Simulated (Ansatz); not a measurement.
# Electron scattering at the Σ5 (210) boundary in bcc Ta, part 3 of 3

Wanted: what the Σ5 (210) boundary in bcc Ta costs an interconnect.

Ansatz 0.2.0; Ansatz plane-wave DFT, r2SCAN, PAW files; relaxation of a bicrystal slab with its lowest layers held; PAW set soft_1 (the session's first sound run).

So far. Step 3 (Transmission across the boundary): Over the solved energies the transmission per spin lies between 2.39 and 2.54, out of 5.40 channels of the lead on average (up to 5.75). Step 4 (Specific resistance): Averaged over the energies near the Fermi level, 45.9 % of the channels pass, which makes 0.688 fΩ m².

## (5) Single-crystal slab for reference

The free faces cost energy too. A single-crystal slab with the same faces and held layers is relaxed, so that they cancel.

This step: Ansatz plane-wave DFT, r2SCAN, PAW files; relaxation of a single-crystal slab with its lowest layers held; PAW set soft_1 (Ansatz 0.2.0).

System of this step: Ta slab, plane (2, 1, 0). The cell holds 26 atoms: 26 Ta. Cell: a = 7.385 Å, b = 3.303 Å, c = 29.462 Å, α = 90.0°, β = 90.0°, γ = 90.0°. It derives from Ta. Vacuum lies along c.

input.yaml

```yaml
crystal:
  lattice:
    - [7.3847486598, 0.0, 0.0]
    - [0.0, 3.30256, 0.0]
    - [0.0, 0.0, 29.46187165]
  atoms:
    - { symbol: Ta, position: [0.5000000001, 0.5, 0.1697108744] }
    - { symbol: Ta, position: [0.8000000001, 0.0, 0.1947763175] }
    - { symbol: Ta, position: [0.1000000001, 0.5, 0.2198417605] }
    - { symbol: Ta, position: [0.4000000001, 0.0, 0.2449072036] }
    - { symbol: Ta, position: [0.7000000001, 0.5, 0.2699726466] }
    - { symbol: Ta, position: [1.0e-10, 0.0, 0.2950380897] }
    - { symbol: Ta, position: [0.3000000001, 0.5, 0.3201035327] }
    - { symbol: Ta, position: [0.6000000001, 0.0, 0.3451689758] }
    - { symbol: Ta, position: [0.9000000001, 0.5, 0.3702344188] }
    - { symbol: Ta, position: [0.2000000001, 0.0, 0.3952998619] }
    - { symbol: Ta, position: [0.5000000001, 0.5, 0.4203653049] }
    - { symbol: Ta, position: [0.8000000001, 0.0, 0.445430748] }
    - { symbol: Ta, position: [0.1000000001, 0.5, 0.470496191] }
    - { symbol: Ta, position: [0.4000000001, 0.0, 0.4955616341] }
    - { symbol: Ta, position: [0.7000000001, 0.5, 0.5206270771] }
    - { symbol: Ta, position: [1.0e-10, 0.0, 0.5456925202] }
    - { symbol: Ta, position: [0.3, 0.5, 0.5707579632] }
    - { symbol: Ta, position: [0.6, 0.0, 0.5958234063] }
    - { symbol: Ta, position: [0.9, 0.5, 0.6208888493] }
    - { symbol: Ta, position: [0.2, 0.0, 0.6459542924] }
    - { symbol: Ta, position: [0.5, 0.5, 0.6710197354] }
    - { symbol: Ta, position: [0.8, 0.0, 0.6960851785] }
    - { symbol: Ta, position: [0.1, 0.5, 0.7211506215] }
    - { symbol: Ta, position: [0.4, 0.0, 0.7462160646] }
    - { symbol: Ta, position: [0.7, 0.5, 0.7712815076] }
    - { symbol: Ta, position: [0.0, 0.0, 0.7963469507] }
kpoints:
  mp_grid: { grid: [3, 7, 1] }
hamiltonian:
  xc: r2scan
  pseudopotentials: { kind: paw, azcp: { folder: soft_1 } }
scf:
  occupations: { method: fermi_dirac, width: 0.1 }
relax:
  f_tol: 0.03
  max_steps: 80
  constraints: [{ sites: [0, 1, 2, 3, 4] }]
```

Started as:

```sh
ansatz run input.yaml --threads 4 --pin off --max-ram 15360MiB --backend cpu --events-out ev --progress --plain --runs-dir out
```

Numbers of over 12 decimals in the logs are rounded to 6 here.

The program printed:

```text
Warning: crystal.symmetry: narrowed to the stabiliser of the relax constraints — unitary ops 4 → 2; lowered at sites 0, 1, 2, 3, 4, 21, 22, 23, 24, 25 (the operations that carried what is held of a site onto what its image site leaves free; the constrained walk keeps no symmetry that its constraints do not admit)
[...]
Crystal: 26 atoms, lattice volume = 718.533 Å³
Basis set: ecut = 500 eV, 18145 PW (Γ), exchange–correlation on 216×100×864 points (64 copies of the dense FFT grid, shifted against one another)
Bands: 203, of which v1, the nominal top of the filled ones, is band 169 counted from 1 (168 counted from 0)
Symmetry: 2 space group operations
k-points: 8 of 21 (time reversal used)
[...]
SCF iter   1: F=—  HF=-258579.072979 eV  |F-HF|=—  |Δ(HF+E_count)|=         —  Δρ=5.08e-2  dr2=6.19e2  dr2_τ=1.70e0  ethr=3.10e-3  ⟨swp⟩=9.5  Hψ=7790  notcnv=0  defer=21
[...]
SCF iter  11: F=-258566.079996 eV  HF=-258566.079996 eV  |F-HF|=1.16e-7  |Δ(HF+E_count)|=   2.75e-6  Δρ=4.91e-6  dr2=3.00e-7  dr2_τ=2.80e-8  ethr=6.66e-9  ⟨swp⟩=4.1  Hψ=4599  notcnv=0
SCF 1 converged in 11 iterations: F = -258566.079996 eV  dr2 = 3.00e-7
[...]
relax step   1: F+E_penalty+E_count = -258566.07999610 eV  Δ(F+E_penalty+E_count) = +0.000e0 eV  max|allowed force component| = 1.995e0 eV/Å  Δτ_max = 0.0000 Å  (11 SCF iters, dr2 threshold 2.25e-5 eV, accepted)
[...]
SCF iter   1: F=—  HF=-258565.567366 eV  |F-HF|=—  |Δ(HF+E_count)|=         —  Δρ=7.74e-3  dr2=2.72e0  dr2_τ=4.57e0  ethr=6.76e-4  ⟨swp⟩=2.6  Hψ=5439  notcnv=0  defer=20
eigensolver tolerance schedule calibrated: the retry pair's looser diagonalisation under-reported the residual by θ = 0.16 (0.24/decade); ethr = c·dr2/N_el runs at the constant in force after the calibration composes with the one it found (an armed cap, an earlier calibration), c = 1.7e-2
[...]
SCF iter   2: F=—  HF=-258566.424363 eV  |F-HF|=—  |Δ(HF+E_count)|=   8.57e-1  Δρ=4.23e-3  dr2=4.09e-1  dr2_τ=4.12e-2  ethr=1.39e-4  ⟨swp⟩=4.2  Hψ=3730  notcnv=0  defer=21
[...]
SCF iter   7: F=-258566.372693 eV  HF=-258566.372700 eV  |F-HF|=7.04e-6  |Δ(HF+E_count)|=   2.22e-5  Δρ=2.33e-5  dr2=1.05e-5  dr2_τ=1.32e-6  ethr=5.13e-9  ⟨swp⟩=2.6  Hψ=5380  notcnv=0
SCF 2 converged in 7 iterations: F = -258566.372693 eV  dr2 = 1.05e-5
[...]
relax step   2: F+E_penalty+E_count = -258566.37269326 eV  Δ(F+E_penalty+E_count) = -2.927e-1 eV  max|allowed force component| = 5.587e-1 eV/Å  Δτ_max = 0.1950 Å  (7 SCF iters, dr2 threshold 1.00e-4 eV, accepted)
[...]
SCF iter   7: F=-258566.387479 eV  HF=-258566.387484 eV  |F-HF|=4.16e-6  |Δ(HF+E_count)|=   1.08e-5  Δρ=1.58e-5  dr2=6.95e-6  dr2_τ=4.01e-7  ethr=5.77e-9  ⟨swp⟩=5.0  Hψ=5441  notcnv=0
SCF 3 converged in 7 iterations: F = -258566.387479 eV  dr2 = 6.95e-6
relax step   3: F+E_penalty+E_count = -258566.38747936 eV  Δ(F+E_penalty+E_count) = -1.479e-2 eV  max|allowed force component| = 4.567e-1 eV/Å  Δτ_max = 0.1540 Å  (7 SCF iters, dr2 threshold 1.95e-5 eV, accepted)
[...]
relax step   4: F+E_penalty+E_count = -258566.41600412 eV  Δ(F+E_penalty+E_count) = -2.852e-2 eV  max|allowed force component| = 5.351e-2 eV/Å  Δτ_max = 0.0956 Å  (7 SCF iters, dr2 threshold 1.64e-5 eV, accepted)
SCF iter   1: F=—  HF=-258566.323690 eV  |F-HF|=—  |Δ(HF+E_count)|=         —  Δρ=8.12e-4  dr2=3.70e-2  dr2_τ=2.18e-1  ethr=4.67e-4  ⟨swp⟩=2.1  Hψ=2394  notcnv=0  defer=21
[...]
SCF iter   8: F=-258566.417476 eV  HF=-258566.417476 eV  |F-HF|=7.39e-9  |Δ(HF+E_count)|=   2.27e-8  Δρ=5.86e-7  dr2=7.75e-9  dr2_τ=3.52e-10  ethr=2.96e-11  ⟨swp⟩=4.8  Hψ=5381  notcnv=0
SCF 5 converged in 8 iterations: F = -258566.417476 eV  dr2 = 7.75e-9
relax step   5: F+E_penalty+E_count = -258566.41747550 eV  Δ(F+E_penalty+E_count) = -1.471e-3 eV  max|allowed force component| = 2.787e-2 eV/Å  Δτ_max = 0.0189 Å  (8 SCF iters, accepted)
[...]
SCF iter   2: F=-258566.417476 eV  HF=-258566.417476 eV  |F-HF|=1.66e-9  |Δ(HF+E_count)|=   4.19e-9  Δρ=3.04e-7  dr2=1.80e-9  dr2_τ=9.82e-11  ethr=2.29e-12  ⟨swp⟩=3.4  Hψ=3869  notcnv=0
SCF 6 converged in 2 iterations: F = -258566.417476 eV  dr2 = 1.80e-9
SCF converged after 2 iterations
Free energy (F): -258566.417476 eV
[...]
Internal energy: -258565.398428 eV  (E = F + TS)
E sigma→0 (E₀):  -258565.907952 eV
Entropy (-TS):   -1.019048 eV (-39.194 meV/atom)
Fermi energy:    10.697753 eV
[...]
--- Forces (eV/Å), atoms counted from 1 ---
  atom   1  Ta     0.50720912    -0.00000000     1.98364644
  atom   2  Ta    -0.82726973     0.00000000    -0.11477503
  atom   3  Ta     0.02455443    -0.00000000    -0.21627897
  atom   4  Ta     0.26655131    -0.00000000    -1.02621530
  atom   5  Ta     0.00408043     0.00000000    -0.61895737
  atom   6  Ta    -0.00026526    -0.00000000     0.00178605
  atom   7  Ta    -0.00072052    -0.00000000     0.00488233
  atom   8  Ta    -0.00411667    -0.00000000     0.00110146
  atom   9  Ta    -0.00034550     0.00000000     0.00043799
  atom  10  Ta     0.00079623     0.00000000    -0.00022871
  atom  11  Ta     0.00202791     0.00000000    -0.00208056
  atom  12  Ta     0.00151335     0.00000000    -0.00603734
  atom  13  Ta     0.00446328    -0.00000000    -0.00703076
  atom  14  Ta     0.00482616     0.00000000    -0.00677144
  atom  15  Ta     0.00023115    -0.00000000    -0.00477937
  atom  16  Ta     0.00645559    -0.00000000     0.00108744
  atom  17  Ta     0.00594128    -0.00000000    -0.00266238
  atom  18  Ta     0.00258281    -0.00000000    -0.00304810
  atom  19  Ta    -0.00023513     0.00000000    -0.00214889
  atom  20  Ta     0.00380103     0.00000000     0.00371314
  atom  21  Ta     0.00366793     0.00000000    -0.00097933
  atom  22  Ta    -0.00410841    -0.00000000     0.01620025
  atom  23  Ta    -0.00139321    -0.00000000     0.00593452
  atom  24  Ta    -0.00810127     0.00000000     0.00354986
  atom  25  Ta    -0.01997004     0.00000000    -0.00717381
  atom  26  Ta     0.02786958     0.00000000    -0.00316513
  max |Σ_I F_I| component: 4.58e-5 eV/Å
--- Relaxed structure (5 steps of the walk, 5 accepted, 0 SCFs on fresh bases) ---
  F+E_penalty+E_count = -258566.41747550 eV   max|allowed force component| = 2.787e-2 eV/Å
  atoms:
    - { symbol: Ta, position: [0.50000000005, 0.500000, 0.169711] }
    - { symbol: Ta, position: [0.800000, 0.0, 0.194776] }
    - { symbol: Ta, position: [0.10000000005, 0.500000, 0.219842] }
    - { symbol: Ta, position: [0.40000000005, 0.0, 0.244907] }
    - { symbol: Ta, position: [0.700000, 0.500000, 0.269973] }
    - { symbol: Ta, position: [-0.00110601, 2.7457059435728762e-19, 0.293772] }
    - { symbol: Ta, position: [0.298149, 0.500000, 0.319671] }
    - { symbol: Ta, position: [0.601799, -4.466965172047238e-19, 0.345297] }
    - { symbol: Ta, position: [0.902522, 0.500000, 0.369542] }
    - { symbol: Ta, position: [0.202804, -6.961005436661226e-19, 0.394940] }
    - { symbol: Ta, position: [0.503228, 0.500000, 0.420351] }
    - { symbol: Ta, position: [0.803616, -8.976237345269299e-19, 0.445373] }
    - { symbol: Ta, position: [0.104694, 0.500000, 0.470557] }
    - { symbol: Ta, position: [0.405070, -1.2586408497814747e-18, 0.495572] }
    - { symbol: Ta, position: [0.705817, 0.500000, 0.520911] }
    - { symbol: Ta, position: [0.00650288, -1.6143616415866417e-18, 0.545713] }
    - { symbol: Ta, position: [0.307472, 0.500000, 0.571077] }
    - { symbol: Ta, position: [0.607869, -1.9535840893923676e-18, 0.596768] }
    - { symbol: Ta, position: [0.908661, 0.500000, 0.620550] }
    - { symbol: Ta, position: [0.212226, -3.035221006983936e-18, 0.645927] }
    - { symbol: Ta, position: [0.511027, 0.500000, 0.672611] }
    - { symbol: Ta, position: [0.809631, -2.3909201561129257e-18, 0.697010] }
    - { symbol: Ta, position: [0.112950, 0.500000, 0.720511] }
    - { symbol: Ta, position: [0.419038, -4.7263205634402626e-18, 0.747101] }
    - { symbol: Ta, position: [0.717251, 0.500000, 0.770606] }
    - { symbol: Ta, position: [0.00930539, -2.310094243236701e-18, 0.787126] }
```

Wall time 6.6 min (4 threads of Arm Neoverse V2, shared host); peak memory 4.4 GiB; 25 min of CPU time.

The steps of the relaxation:

```
step  energy less that of the first step (eV)  largest force component (eV/Å)
   1                                   0.0000                          1.9946
   2                                  -0.2927                          0.5587
   3                                  -0.3075                          0.4567
   4                                  -0.3360                          0.0535
   5                                  -0.3375                          0.0279
```

The atoms that moved most (Å):

```
atom     dx     dy      dz  length
Ta26  0.069  0.000  -0.272   0.280
Ta24  0.141  0.000   0.026   0.143
Ta25  0.127  0.000  -0.020   0.129
Ta23  0.096  0.000  -0.019   0.097
Ta21  0.081  0.000   0.047   0.094
Ta20  0.090  0.000  -0.001   0.090
Ta22  0.071  0.000   0.027   0.076
Ta19  0.064  0.000  -0.010   0.065
```

The relaxed structure:

```xyz
26
Lattice="7.3847 0.0000 0.0000 0.0000 3.3026 0.0000 0.0000 0.0000 29.4619" Properties=species:S:1:pos:R:3
Ta    3.6924    1.6513    5.0000
Ta    5.9078    0.0000    5.7385
Ta    0.7385    1.6513    6.4769
Ta    2.9539    0.0000    7.2154
Ta    5.1693    1.6513    7.9539
Ta   -0.0082    0.0000    8.6551
Ta    2.2018    1.6513    9.4181
Ta    4.4441    0.0000   10.1731
Ta    6.6649    1.6513   10.8874
Ta    1.4977    0.0000   11.6357
Ta    3.7162    1.6513   12.3843
Ta    5.9345    0.0000   13.1215
Ta    0.7731    1.6513   13.8635
Ta    2.9913    0.0000   14.6005
Ta    5.2123    1.6513   15.3470
Ta    0.0480    0.0000   16.0777
Ta    2.2706    1.6513   16.8250
Ta    4.4890    0.0000   17.5819
Ta    6.7102    1.6513   18.2826
Ta    1.5672    0.0000   19.0302
Ta    3.7738    1.6513   19.8164
Ta    5.9789    0.0000   20.5352
Ta    0.8341    1.6513   21.2276
Ta    3.0945    0.0000   22.0110
Ta    5.2967    1.6513   22.7035
Ta    0.0687    0.0000   23.1902
```

Numbers from this step:

| Quantity | Value |
| --- | --- |
| free energy | -258566.4175 eV |
| energy at zero smearing | -258565.9080 eV |
| Fermi energy | 10.70 eV |

The largest force component on a free atom ends at 0.028 eV/Å, under the tolerance of 0.03, after 5 steps.

## (6) Bulk reference

The perfect crystal gives the energy per atom, for the atoms by which bicrystal and slab differ.

This step: Ansatz plane-wave DFT, r2SCAN, PAW files; bulk reference; PAW set soft_1 (Ansatz 0.2.0).

System of this step: Ta. Symmetry: Im-3m, No. 229, cubic system. Conventional cell: a = 3.303 Å, b = 3.303 Å, c = 3.303 Å, α = 90.00°, β = 90.00°, γ = 90.00°. Nearest to Ta lie 8 Ta at 2.86 Å.

input.yaml, the sections that differ from step 5:

```yaml
crystal:
  lattice:
    - [-1.65128, 1.65128, 1.65128]
    - [1.65128, -1.65128, 1.65128]
    - [1.65128, 1.65128, -1.65128]
  atoms:
    - { symbol: Ta, position: [0.0, 0.0, 0.0] }
kpoints:
  mp_grid: { grid: [18, 18, 18] }
# hamiltonian, scf: as in step 5
# relax: removed
```

The program printed:

```text
[...]
Crystal: 1 atoms, lattice volume = 18.010 Å³
Basis set: ecut = 500 eV, 459 PW (Γ), exchange–correlation on 96×96×96 points (64 copies of the dense FFT grid, shifted against one another)
Bands: 11, of which v1, the nominal top of the filled ones, is band 7 counted from 1 (6 counted from 0)
Symmetry: 48 space group operations
[...]
k-points: 195 of 5832
[...]
SCF iter   6: F=-9945.193427 eV  HF=-9945.193427 eV  |F-HF|=1.87e-9  |Δ(HF+E_count)|=   1.31e-8  Δρ=4.38e-6  dr2=1.26e-9  dr2_τ=1.49e-10  ethr=7.69e-10  ⟨swp⟩=2.0  Hψ=4190  notcnv=0
SCF 1 converged in 6 iterations: F = -9945.193427 eV  dr2 = 1.26e-9
[...]
SCF converged after 6 iterations
Free energy (F): -9945.193427 eV
[...]
Internal energy: -9945.152368 eV  (E = F + TS)
E sigma→0 (E₀):  -9945.172898 eV
Entropy (-TS):   -0.041059 eV (-41.059 meV/atom)
Fermi energy:    18.356981 eV
[...]
```

Elapsed: 1 s, on 4 threads; peak memory 0.35 GiB; 3.5 s of CPU time.

This step gave:

| Quantity | Value |
| --- | --- |
| free energy | -9945.1934 eV |
| energy at zero smearing | -9945.1729 eV |
| Fermi energy | 18.36 eV |

## (7) Boundary energy

This step: Ansatz plane-wave DFT, r2SCAN, PAW files; bicrystal less single-crystal slab less bulk atoms, a boundary area; PAW set soft_1 (Ansatz 0.2.0).

This step gave:

```yaml
excess_energy_of_the_cell: 2.297 eV
boundary_energy: 1.509 J/m²
```

The boundary costs 1.5 J/m².

By hand: 2.30 eV / 24.39 Å² × 16.02 = 1.51 J/m².

## (8) Summary of results

| Property | Result |
| --- | --- |
| specific resistance of the boundary | 0.688 fΩ m² |
| share of channels that pass | 0.459 |
| boundary energy | 1.51 J/m² |

In words: The boundary has a specific resistance of 0.69 fΩ m² and an energy of 1.5 J/m². The boundary reflects 54 % of the channels; 0.69 fΩ m² is 6.9×10⁻¹² Ω·cm². That equals the resistance of 5.1 nm of bulk Ta at 300 K (measured 13.5 µΩ cm, CRC Handbook of Chemistry and Physics, 84th ed., 2003, Electrical Resistivity of Pure Metals). One starting structure was relaxed; another shift or atom count at the boundary may lie lower. Spin-orbit coupling is left out, which matters for Ta.

[Logs are printed without paths, hosts, clocks, repeated set-up lines and the standing remarks that a program may print on its own settings, such as how far it seeks lower states.]

[Hosts, paths, dates, database ids (printed as entryN), source tags and the programs' standing remarks are cut or masked in the printed files.]
